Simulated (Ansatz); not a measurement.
# O on Ni(111): change of the work function, part 2 of 3

How does O on the fcc site change the work function of Ni(111) as the layer fills?

Ansatz 0.2.0; plane-wave DFT, PBE, Ansatz PAW.

So far, work function, upper face (eV): step 2 (the clean slab) 5.07.

## 3. The covered slab, k-mesh 6×6×1, coverage 0.25 ML

System of this step: Ni16O (O/Ni(111)). The cell holds 17 atoms: 16 Ni and 1 O. Its edges and angles: a = 4.978 Å, b = 4.978 Å, c = 25.391 Å, α = 90.0°, β = 90.0°, γ = 60.0°. Vacuum lies along c.

The clean slab as it ended is repeated in the plane and the adsorbate is set on one face; the cell's size fixes the coverage, and the k-mesh shrinks with it to keep the sampling density about even. Adsorbate and upper layers relax, since the dipole depends on the height.

The input, input.yaml:

```yaml
crystal:
  lattice:
    - [4.9780317395, 0.0, 0.0]
    - [2.4890158698, 4.3111019473, 0.0]
    - [0.0, 0.0, 25.3914191867]
  atoms:
    - { symbol: Ni, position: [0.0, 0.0, 0.3544504517], spin: 0.7 }
    - { symbol: Ni, position: [0.1666666667, 0.1666666667, 0.4344882366], spin: 0.72 }
    - { symbol: Ni, position: [0.3333333333, 0.3333333333, 0.5142599013], spin: 0.72 }
    - { symbol: Ni, position: [0.0, 0.0, 0.593230649], spin: 0.7 }
    - { symbol: Ni, position: [0.0, 0.5, 0.3544504517], spin: 0.7 }
    - { symbol: Ni, position: [0.1666666667, 0.6666666667, 0.4344882366], spin: 0.72 }
    - { symbol: Ni, position: [0.3333333333, 0.8333333333, 0.5142599013], spin: 0.72 }
    - { symbol: Ni, position: [0.0, 0.5, 0.593230649], spin: 0.7 }
    - { symbol: Ni, position: [0.5, 0.0, 0.3544504517], spin: 0.7 }
    - { symbol: Ni, position: [0.6666666667, 0.1666666667, 0.4344882366], spin: 0.72 }
    - { symbol: Ni, position: [0.8333333333, 0.3333333333, 0.5142599013], spin: 0.72 }
    - { symbol: Ni, position: [0.5, 0.0, 0.593230649], spin: 0.7 }
    - { symbol: Ni, position: [0.5, 0.5, 0.3544504517], spin: 0.7 }
    - { symbol: Ni, position: [0.6666666667, 0.6666666667, 0.4344882366], spin: 0.72 }
    - { symbol: Ni, position: [0.8333333333, 0.8333333333, 0.5142599013], spin: 0.72 }
    - { symbol: Ni, position: [0.5, 0.5, 0.593230649], spin: 0.7 }
    - { symbol: O, position: [0.1666666667, 0.1666666667, 0.6455495483] }
magnetization:
  spin_polarized: true
kpoints:
  mp_grid: { grid: [6, 6, 1] }
hamiltonian:
  xc: pbe
scf:
  occupations: { method: fermi_dirac, width: 0.1 }
  convergence: { dr2_threshold: 1.0e-08 }
efield:
  axis: 3
  dipole_correction: true
  ramp_position: 0.97
  ramp_width: 0.06
relax:
  f_tol: 0.02
  max_steps: 60
  constraints: [{ sites: [0, 1, 4, 5, 8, 9, 12, 13] }]
output:
  dos: { projected: true, e_range: [-8, 4] }
  write_potential: true
  write_density: true
  volumetric_format: npy
  elf: true
```

Launch:

```console
$ ansatz run input.yaml --threads 4 --pin off --max-ram 6144MiB --backend cpu --events-out ev --progress --plain --runs-dir out
```

The program printed:

```text
[...]
Crystal: 17 atoms, lattice volume = 544.920 Å³
Basis set: ecut = 420 eV, 10639 PW (Γ), exchange–correlation on 72×72×360 points (8 copies of the dense FFT grid, shifted against one another)
Bands: 184, of which v1, the nominal top of the filled ones, is band 147 counted from 1 (146 counted from 0)
Symmetry: 6 space group operations
k-points: 7 of 36 (time reversal used)
[...]
Starting moments: Σ|m| = 11.36 μB on 16 of 17 sites
[...]
SCF iter   1: F=—  HF=-93983.851951 eV  |F-HF|=—  |Δ(HF+E_count)|=         —  Δρ=3.41e-2 (↑1.75e-2 ↓3.41e-2)  dr2=1.30e1  dr2_m=1.23e0  M=12.275 μB ∫|m|=12.868 μB  β_m=1.00  ethr=3.10e-3  p=-0.000 e·Å  D=-6.85e-7 V/Å  ΔV_dip=0.00 eV  dr2_dipole=7.61e-1  V_vac-E_F(+/−)=7.31/7.30 eV  ⟨swp⟩=9.1  Hψ=12576  notcnv=0  defer=176
[...]
SCF iter  19: F=-93997.769259 eV  HF=-93997.769259 eV  |F-HF|=5.82e-11  |Δ(HF+E_count)|=   4.71e-9  Δρ=2.99e-7 (↑1.21e-7 ↓2.99e-7)  dr2=7.70e-10  dr2_m=5.99e-11  M=10.774 μB ∫|m|=12.290 μB  ethr=1.00e-12  p=-0.131 e·Å  D=-4.35e-2 V/Å  ΔV_dip=1.10 eV  dr2_dipole=2.46e-11  V_vac-E_F(+/−)=6.18/5.07 eV  ⟨swp⟩=13.9  Hψ=19662  notcnv=0
SCF 1 converged in 19 iterations: F = -93997.769259 eV  dr2 = 7.70e-10
[...]
relax step   1: F+E_penalty+E_count = -93997.76925920 eV  Δ(F+E_penalty+E_count) = +0.000e0 eV  max|allowed force component| = 2.410e0 eV/Å  Δτ_max = 0.0000 Å  (19 SCF iters, accepted)
[...]
SCF iter  15: F=-93997.925642 eV  HF=-93997.925642 eV  |F-HF|=8.45e-9  |Δ(HF+E_count)|=   2.68e-9  Δρ=5.78e-7 (↑1.92e-7 ↓5.78e-7)  dr2=9.13e-9  dr2_m=2.22e-10  M=10.660 μB ∫|m|=12.152 μB  ethr=1.00e-12  p=-0.113 e·Å  D=-3.75e-2 V/Å  ΔV_dip=0.95 eV  dr2_dipole=2.30e-9  V_vac-E_F(+/−)=6.02/5.07 eV  ⟨swp⟩=11.9  Hψ=17360  notcnv=0
SCF 2 converged in 15 iterations: F = -93997.925642 eV  dr2 = 9.13e-9
relax step   2: F+E_penalty+E_count = -93997.92564235 eV  Δ(F+E_penalty+E_count) = -1.564e-1 eV  max|allowed force component| = 1.732e0 eV/Å  Δτ_max = 0.0581 Å  (15 SCF iters, accepted)
SCF iter   1: F=—  HF=-93998.076909 eV  |F-HF|=—  |Δ(HF+E_count)|=         —  Δρ=5.09e-3 (↑5.09e-3 ↓4.29e-3)  dr2=3.33e-1  dr2_m=4.64e-2  M=10.389 μB ∫|m|=11.843 μB  β_m=1.00  ethr=7.43e-4  p=-0.113 e·Å  D=-3.75e-2 V/Å  ΔV_dip=0.95 eV  dr2_dipole=1.06e-1  V_vac-E_F(+/−)=5.97/5.02 eV  ⟨swp⟩=4.2  Hψ=6500  notcnv=0  defer=254
[...]
SCF iter  16: F=-93998.076107 eV  HF=-93998.076107 eV  |F-HF|=6.82e-9  |Δ(HF+E_count)|=  4.07e-10  Δρ=6.53e-7 (↑1.77e-7 ↓6.53e-7)  dr2=7.13e-9  dr2_m=3.43e-10  M=10.360 μB ∫|m|=11.785 μB  ethr=1.00e-12  p=-0.072 e·Å  D=-2.39e-2 V/Å  ΔV_dip=0.61 eV  dr2_dipole=1.34e-9  V_vac-E_F(+/−)=5.68/5.07 eV  ⟨swp⟩=12.5  Hψ=17924  notcnv=0
SCF 3 converged in 16 iterations: F = -93998.076107 eV  dr2 = 7.13e-9
relax step   3: F+E_penalty+E_count = -93998.07610708 eV  Δ(F+E_penalty+E_count) = -1.505e-1 eV  max|allowed force component| = 3.222e-1 eV/Å  Δτ_max = 0.1224 Å  (16 SCF iters, accepted)
[...]
relax step   4: F+E_penalty+E_count = -93998.08069147 eV  Δ(F+E_penalty+E_count) = -4.584e-3 eV  max|allowed force component| = 5.298e-2 eV/Å  Δτ_max = 0.0163 Å  (14 SCF iters, accepted)
SCF iter   1: F=—  HF=-93998.081288 eV  |F-HF|=—  |Δ(HF+E_count)|=         —  Δρ=2.12e-4 (↑1.74e-4 ↓2.12e-4)  dr2=7.52e-4  dr2_m=3.26e-5  M=10.417 μB ∫|m|=11.854 μB  β_m=1.00  ethr=4.80e-6  p=-0.078 e·Å  D=-2.57e-2 V/Å  ΔV_dip=0.65 eV  dr2_dipole=1.25e-4  V_vac-E_F(+/−)=5.73/5.07 eV  ⟨swp⟩=2.0  Hψ=4492  notcnv=0  defer=188
[...]
SCF iter  11: F=-93998.080963 eV  HF=-93998.080963 eV  |F-HF|=3.20e-9  |Δ(HF+E_count)|=   1.57e-9  Δρ=4.77e-7 (↑2.07e-7 ↓4.77e-7)  dr2=2.47e-9  dr2_m=1.90e-10  M=10.415 μB ∫|m|=11.850 μB  ethr=1.00e-12  p=-0.077 e·Å  D=-2.57e-2 V/Å  ΔV_dip=0.65 eV  dr2_dipole=5.04e-12  V_vac-E_F(+/−)=5.72/5.07 eV  ⟨swp⟩=9.4  Hψ=16963  notcnv=0
SCF 5 converged in 11 iterations: F = -93998.080963 eV  dr2 = 2.47e-9
relax step   5: F+E_penalty+E_count = -93998.08096251 eV  Δ(F+E_penalty+E_count) = -2.710e-4 eV  max|allowed force component| = 3.014e-3 eV/Å  Δτ_max = 0.0034 Å  (11 SCF iters, accepted)
NSCF: frozen V_eff on 7 k-points
[...]
SCF converged after 11 iterations
Magnetization: 10.4150 μB (152.2075 up, 141.7925 down)
Absolute magnetization: 11.8619 μB (∫|ρ↑−ρ↓|, with the PAW one-centre terms)
[...]
Per-site moments (μB) at R_I (Å): [(0.706072, 1.026719), (0.746421, 1.019924), (0.720120, 1.005736), (0.528962, 0.754875), (0.706072, 1.026719), (0.715534, 1.020858), (0.720120, 1.005736), (0.528962, 0.754875), (0.706072, 1.026719), (0.715534, 1.020858), (0.720120, 1.005736), (0.528962, 0.754875), (0.738993, 1.026719), (0.715534, 1.020858), (0.590229, 1.023190), (0.770228, 1.005736), (0.101106, 0.754875)]
Free energy (F): -93998.080963 eV
[...]
Internal energy: -93997.167634 eV  (E = F + TS)
E sigma→0 (E₀):  -93997.624298 eV
Entropy (-TS):   -0.913328 eV (-53.725 meV/atom)
Fermi energy:    2.344367 eV
Dipole field:    D = -0.025655 V/Å  (p = -0.077258 e·Å, saw-weighted, corrected)
Work function:   Φ+ = 5.7250 eV   Φ− = 5.0736 eV
[...]
--- Forces (eV/Å), atoms counted from 1 ---
  atom   1  Ni    -0.01395831    -0.00805884     0.15422800
  atom   2  Ni    -0.00000000    -0.00000000    -0.19848512
  atom   3  Ni     0.00017304     0.00009990    -0.00124776
  atom   4  Ni     0.00261009     0.00150694     0.00269717
  atom   5  Ni     0.00000000     0.01611767     0.15422800
  atom   6  Ni    -0.02174337     0.01255354    -0.12836335
  atom   7  Ni    -0.00000000    -0.00019981    -0.00124776
  atom   8  Ni    -0.00000000    -0.00301387     0.00269717
  atom   9  Ni     0.01395831    -0.00805884     0.15422800
  atom  10  Ni    -0.00000000    -0.02510708    -0.12836335
  atom  11  Ni    -0.00017304     0.00009990    -0.00124776
  atom  12  Ni    -0.00261009     0.00150694     0.00269717
  atom  13  Ni     0.00000000    -0.00000000     0.11704968
  atom  14  Ni     0.02174337     0.01255354    -0.12836335
  atom  15  Ni    -0.00000000     0.00000000    -0.00019006
  atom  16  Ni    -0.00000000     0.00000000    -0.00230248
  atom  17  O     -0.00000000     0.00000000     0.00198035
  max |Σ_I F_I| component: 5.41e-6 eV/Å
--- Band table (eV; the first three rows and the last of 14) ---
  k-point 0 ↑: bands = [... 143 lower, 1.8243, 1.8618, 1.8618, 1.9271, 1.9271, 1.9388, 2.0017, 2.0017, ... 33 higher]
  k-point 1 ↑: bands = [... 143 lower, 1.7317, 1.7618, 1.7756, 1.7953, 1.8122, 1.8252, 1.9661, 2.1357, ... 33 higher]
  k-point 2 ↑: bands = [... 143 lower, 1.5901, 1.6715, 1.6817, 1.7215, 1.7371, 1.7818, 1.8040, 2.0033, ... 33 higher]
  k-point 6 ↓: bands = [... 143 lower, 2.3353, 2.3478, 2.3494, 2.3715, 2.3948, 2.4070, 2.4197, 2.4230, ... 33 higher]
--- Relaxed structure (5 steps of the walk, 5 accepted, 0 SCFs on fresh bases) ---
  F+E_penalty+E_count = -93998.08096251 eV   max|allowed force component| = 3.014e-3 eV/Å
  atoms:
    - { symbol: Ni, position: [-1.795949e-17, -1.795949e-17, 0.354450] }
    - { symbol: Ni, position: [0.166667, 0.166667, 0.434488] }
    - { symbol: Ni, position: [0.333032, 0.333032, 0.513803] }
    - { symbol: Ni, position: [-0.003487, -0.003487, 0.595934] }
    - { symbol: Ni, position: [0.0, 0.500000, 0.354450] }
    - { symbol: Ni, position: [0.166667, 0.666667, 0.434488] }
    - { symbol: Ni, position: [0.333032, 0.833936, 0.513803] }
    - { symbol: Ni, position: [-0.003487, 0.506974, 0.595934] }
    - { symbol: Ni, position: [0.500000, -1.795949e-17, 0.354450] }
    - { symbol: Ni, position: [0.666667, 0.166667, 0.434488] }
    - { symbol: Ni, position: [0.833936, 0.333032, 0.513803] }
    - { symbol: Ni, position: [0.506974, -0.003487, 0.595934] }
    - { symbol: Ni, position: [0.500000, 0.500000, 0.354450] }
    - { symbol: Ni, position: [0.666667, 0.666667, 0.434488] }
    - { symbol: Ni, position: [0.833333, 0.833333, 0.515481] }
    - { symbol: Ni, position: [0.500000, 0.500000, 0.591300] }
    - { symbol: O, position: [0.166667, 0.166667, 0.639014] }
```

Wall time 97 s (4 threads of AMD EPYC 9R45 (Zen 5), shared host); peak memory 3 GiB.

The steps of the relaxation:

| step | energy less that of the first step (eV) | largest force component (eV/Å) |
| --- | --- | --- |
| 1 | 0.0000 | 2.4099 |
| 2 | -0.1564 | 1.7323 |
| 3 | -0.3068 | 0.3222 |
| 4 | -0.3114 | 0.0530 |
| 5 | -0.3117 | 0.0030 |

The run keeps the 6 symmetry operations that the program found, so distortions that break them were not tested.

The atoms that moved most (Å):

```csv
atom,dx,dy,dz,length
O17,0.000,0.000,-0.166,0.166
Ni4,-0.026,-0.015,0.069,0.075
Ni12,0.026,-0.015,0.069,0.075
Ni8,0.000,0.030,0.069,0.075
Ni16,0.000,0.000,-0.049,0.049
Ni15,0.000,0.000,0.031,0.031
Ni3,-0.002,-0.001,-0.012,0.012
Ni11,0.002,-0.001,-0.012,0.012
```

The relaxed structure:

```cif
data_structure
_symmetry_space_group_name_H-M 'P 1'
_symmetry_Int_Tables_number 1
_cell_length_a 4.9780
_cell_length_b 4.9780
_cell_length_c 25.3914
_cell_angle_alpha 90.000
_cell_angle_beta 90.000
_cell_angle_gamma 60.000
_cell_volume 544.92
loop_
_atom_site_label
_atom_site_type_symbol
_atom_site_fract_x
_atom_site_fract_y
_atom_site_fract_z
_atom_site_occupancy
Ni1 Ni 0.00000 0.00000 0.35445 1
Ni2 Ni 0.16667 0.16667 0.43449 1
Ni3 Ni 0.33303 0.33303 0.51380 1
Ni4 Ni 0.99651 0.99651 0.59593 1
Ni5 Ni 0.00000 0.50000 0.35445 1
Ni6 Ni 0.16667 0.66667 0.43449 1
Ni7 Ni 0.33303 0.83394 0.51380 1
Ni8 Ni 0.99651 0.50697 0.59593 1
Ni9 Ni 0.50000 0.00000 0.35445 1
Ni10 Ni 0.66667 0.16667 0.43449 1
Ni11 Ni 0.83394 0.33303 0.51380 1
Ni12 Ni 0.50697 0.99651 0.59593 1
Ni13 Ni 0.50000 0.50000 0.35445 1
Ni14 Ni 0.66667 0.66667 0.43449 1
Ni15 Ni 0.83333 0.83333 0.51548 1
Ni16 Ni 0.50000 0.50000 0.59130 1
O17 O 0.16667 0.16667 0.63901 1
```

Numbers from this step:

* energy at zero smearing: -93997.6243 eV
* total moment: 10.41 μB
* work function, upper face: 5.725 eV
* work function, lower face: 5.074 eV
* dipole along the normal: -0.07726 e·Å
* step between the vacuum levels: 0.6514 eV

Running mean over 2.032 Å of the planar mean; the ramp of the sawtooth is left out. Table of electron's electrostatic potential energy less the Fermi level by z:

z (Å), electron's electrostatic potential energy less the Fermi level (eV) and a bar from the least value:
```
        3        5.1 #############################
        4        5.1 #############################
        5        5.1 #############################
        6        5.0 #############################
        7        4.4 ############################
        8       -3.2 ##############
        9      -10.1 #
       10      -10.3 #
       11      -10.4 
       12      -10.5 
       13      -10.4 #
       14      -10.2 #
       15      -10.7 
       16       -5.8 #########
       17        3.6 ##########################
       18        5.6 ##############################
       19        5.7 ##############################
       20        5.7 ##############################
       21        5.7 ##############################
       22        5.7 ##############################
```

The density of states has structure finer than the step of the table below, so its rows give means over 0.25 eV. Peaks (eV: height): total -1.560: 54.6, -1.320: 68.9, -1.140: 59.0, -0.990: 53.9, -0.840: 66.0, -0.750: 74.4, 0.000: 56.4; up -2.740: 35.5, -2.200: 42.6, -2.110: 34.3, -2.020: 35.0, -1.350: 32.7, -0.810: 41.7, -0.690: 39.8; down -1.560: 37.0, -1.410: 35.6, -1.320: 50.2, -0.840: 37.0, -0.750: 34.6, -0.120: 39.8, 0.000: 54.2.

Table of density of states by energy, zero at the Fermi level; means over each step; values in states/eV a cell:

| energy (eV) | total | up | down |
| --- | --- | --- | --- |
| -7.75 | 0.926 | 0.468 | 0.457 |
| -7.50 | 0.968 | 0.489 | 0.479 |
| -7.25 | 1.23 | 0.613 | 0.619 |
| -7.00 | 2.88 | 1.47 | 1.41 |
| -6.75 | 1.85 | 0.952 | 0.903 |
| -6.50 | 2.95 | 1.58 | 1.37 |
| -6.25 | 2.52 | 1.27 | 1.25 |
| -6.00 | 3.93 | 2.21 | 1.72 |
| -5.75 | 7.95 | 5.86 | 2.09 |
| -5.50 | 10.1 | 3.76 | 6.37 |
| -5.25 | 4.99 | 2.68 | 2.31 |
| -5.00 | 5.52 | 2.70 | 2.82 |
| -4.75 | 10.7 | 6.13 | 4.55 |
| -4.50 | 9.99 | 6.36 | 3.62 |
| -4.25 | 10.9 | 7.87 | 3.01 |
| -4.00 | 20.5 | 12.1 | 8.41 |
| -3.75 | 19.3 | 14.3 | 4.95 |
| -3.50 | 23.1 | 12.0 | 11.1 |
| -3.25 | 28.2 | 16.0 | 12.2 |
| -3.00 | 29.9 | 15.9 | 14.0 |
| -2.75 | 31.2 | 18.5 | 12.7 |
| -2.50 | 36.5 | 20.5 | 16.0 |
| -2.25 | 42.3 | 28.7 | 13.6 |
| -2.00 | 41.3 | 23.5 | 17.9 |
| -1.75 | 36.3 | 14.0 | 22.3 |
| -1.50 | 49.8 | 20.9 | 28.9 |
| -1.25 | 43.7 | 24.5 | 19.2 |
| -1.00 | 45.9 | 24.6 | 21.3 |
| -0.75 | 56.9 | 35.1 | 21.8 |
| -0.50 | 34.9 | 12.9 | 21.9 |
| -0.25 | 31.3 | 8.06 | 23.2 |
| 0.00 | 31.9 | 3.67 | 28.2 |
| 0.25 | 23.9 | 2.47 | 21.4 |
| 0.50 | 10.9 | 2.35 | 8.50 |
| 0.75 | 6.95 | 2.99 | 3.96 |
| 1.00 | 6.40 | 3.79 | 2.61 |
| 1.25 | 5.04 | 1.74 | 3.30 |
| 1.50 | 5.24 | 1.67 | 3.57 |
| 1.75 | 6.14 | 4.22 | 1.92 |

Projected DOS per atom over height of the atomic layer and energy from the Fermi level. Layers: Ni4 Ni4 Ni4 Ni4 O from below.

Values in states/eV, 22 rows by 5 columns, each cell a mean:
```
0.24 0.23 0.20 0.27 0.22
0.28 0.25 0.24 0.29 0.28
0.35 0.30 0.31 0.34 0.31
0.86 0.86 0.91 0.93 0.54
1.95 1.79 1.67 1.63 0.52
2.61 2.18 2.39 2.44 0.49
3.38 2.68 2.75 3.24 0.37
3.40 2.43 2.55 2.74 0.28
2.89 2.14 2.09 2.63 0.21
2.58 2.50 2.32 2.26 0.23
1.57 1.90 1.93 1.86 0.29
1.23 1.69 1.76 1.36 0.31
0.93 1.58 1.55 0.95 0.32
0.63 1.33 1.19 0.54 0.29
0.39 0.71 0.64 0.37 0.50
0.23 0.33 0.31 0.29 1.21
0.18 0.22 0.22 0.71 4.49
0.11 0.19 0.21 0.25 0.96
0.10 0.15 0.13 0.19 0.41
0.10 0.15 0.17 0.13 0.16
0.03 0.10 0.11 0.04 0.04
0.02 0.09 0.09 0.02 0.01
```
Columns: height of the atomic layer (Å) from 9 to 16.2 (not evenly spaced); rows upwards: energy from the Fermi level (eV) from -7.96 to 1.95.

Projected DOS per atom, spin up over height of the atomic layer and energy from the Fermi level. Layers: Ni4 Ni4 Ni4 Ni4 O from below.

Ten even steps from '_' (0.01 states/eV) to '@' (2.10 states/eV), each cell a mean:
```
__________
__________
__________
__________
__........
++++++==..
@@####%%__
##++**##__
##====++__
%%##**##__
==++++==__
--------__
::++++--__
..----..__
..::::..__
________::
______..@@
________--
________..
__________
__________
__________
```
Columns: height of the atomic layer (Å) from 9 to 16.2 (not evenly spaced); rows upwards: energy from the Fermi level (eV) from -7.96 to 1.95.

Projected DOS per atom, spin down over height of the atomic layer and energy from the Fermi level. Layers: Ni4 Ni4 Ni4 Ni4 O from below.

Ten even steps from '_' (0.01 states/eV) to '@' (2.40 states/eV), each cell a mean:
```
__________
__________
__________
--------..
##****++__
**==++++__
++====++__
##++++++__
++====++__
--------__
::------__
..----::__
..::::..__
__::..____
________..
________::
______..@@
________..
__________
__________
__________
__________
```
Columns: height of the atomic layer (Å) from 9 to 16.2 (not evenly spaced); rows upwards: energy from the Fermi level (eV) from -7.96 to 1.95.

Site moment by atom:

```csv
atom,site moment (μB)
Ni1,0.706
Ni2,0.746
Ni3,0.720
Ni4,0.529
Ni5,0.706
Ni6,0.716
Ni7,0.720
Ni8,0.529
Ni9,0.706
Ni10,0.716
Ni11,0.720
Ni12,0.529
Ni13,0.739
Ni14,0.716
Ni15,0.590
Ni16,0.770
O17,0.101
```

Spin density in the ca plane at fractional y = 0.167, with atoms of Ni and O within 0.2 Å of it.

Ten even steps from '0' (0.0 e/Å³) to '9' (2.2 e/Å³), each cell a mean:
```
00000000000000000000000000000000000000000000
00000000000000000000000000000000000000000000
00000000010000000000000000000000000000000000
00000000274000000000000000000000000000000000
00000000274000000000000000000000000000000000
00000000011000000000000000000000000000000000
00000000000000000000000000000000000000000000
00000000000000000000000000000000000000000000
00000000000000000000000000000000000000000000
00000000132000000000000000000000000000000000
00000000296000000000000000000000000000000000
00000000142000000000000000000000000000000000
00000000000000000000000000000000000000000000
```
Columns run along c (16.0 Å, from fractional 0.30 to 0.93 of the cell), rows up along a (5.0 Å). Atoms in or near the plane, at fractional coordinates: Ni at (0.43, 0.17), Ni at (0.43, 0.67), O at (0.64, 0.17).

Valence density in the ca plane at fractional y = 0.167, with atoms of Ni and O within 0.2 Å of it. It is the smooth field of the valence electrons, not physical close to the nuclei.

Ten steps, logarithmic in the rise over the least value, from '0' (0 e/Å³) to '9' (42 e/Å³), each cell a mean:
```
00123211111111232111221100000000000000000000
00122111111111232111221000000000000000000000
00111111354211111001111000000000000000000000
00011112698411110000110000000000000000000000
00011112798411110000110000000000000000000000
00111111465211111001111000000000000000000000
00122111121111221111221000000000000000000000
00123211111111232111221100000000000000000000
00122111232111221111122221000000000000000000
00011112576311111000113443100000000000000000
00011113799411110000114554100000000000000000
00011112587311111000113553100000000000000000
00112111233111121101112221000000000000000000
```
Columns run along c (16.0 Å, from fractional 0.30 to 0.93 of the cell), rows up along a (5.0 Å). Atoms in or near the plane, at fractional coordinates: Ni at (0.43, 0.17), Ni at (0.43, 0.67), O at (0.64, 0.17).

ELF of down spins in the ca plane at fractional y = 0.167, with atoms of Ni and O within 0.2 Å of it. It is the smooth field of the valence electrons, not physical close to the nuclei.

Ten even steps from '0' (0.00) to '9' (0.85), each cell a mean:
```
11222223222322221222221233100000000000000000
22222222222222222222222110000000000000000000
22222232233222222222222210000000000000000000
33333332465223332223333321000000000000000000
33333332465223333223334321000000000000000000
23222232233223222222222210000000000000000000
22222222222232222222222110000000000000000000
11222223222322221222221222100000000000000000
22222222222232222222113677520000000000000000
23332332344223222222137899841000000000000000
33444432476223433222258569952000000000000000
23333332354223322222138889851000000000000000
22222222222232222222114787520000000000000000
```
Columns run along c (16.0 Å, from fractional 0.30 to 0.93 of the cell), rows up along a (5.0 Å). Atoms in or near the plane, at fractional coordinates: Ni at (0.43, 0.17), Ni at (0.43, 0.67), O at (0.64, 0.17).

The relaxation took 5 steps and lowered the energy by 0.31 eV; the largest force on the free atoms ends at 0.0030 eV/Å.

By hand: a sheet of dipoles makes a step −p/(ε₀A) in the electron's potential. With e/ε₀ = 180.95 V·Å, p = -0.07726 e·Å and A = 21.46 Å², that is −180.95 × (-0.07726) / 21.46 = +0.651 eV, and the two vacuum levels of the run differ by +0.651 eV.

The covered face has 5.73 eV, +0.65 eV against the clean one; the bare back face has moved by -0.01 eV, a measure of how thin the slab is.

(Part 2 of 3 ends here.)

[Long decimals in the printed logs are rounded to 6 places.]

[Logs are printed without paths, hosts, clocks, repeated set-up lines and the standing remarks that a program may print on its own settings, such as how far it seeks lower states.]

[Hosts, paths, dates, database ids (printed as entryN), source tags and the programs' standing remarks are cut or masked in the printed files.]

[Maps of the electrostatic potential energy from Ansatz leave out the sawtooth potential of an applied field or a dipole correction, so their vacuum need not be flat; planar profiles and work functions include it.]
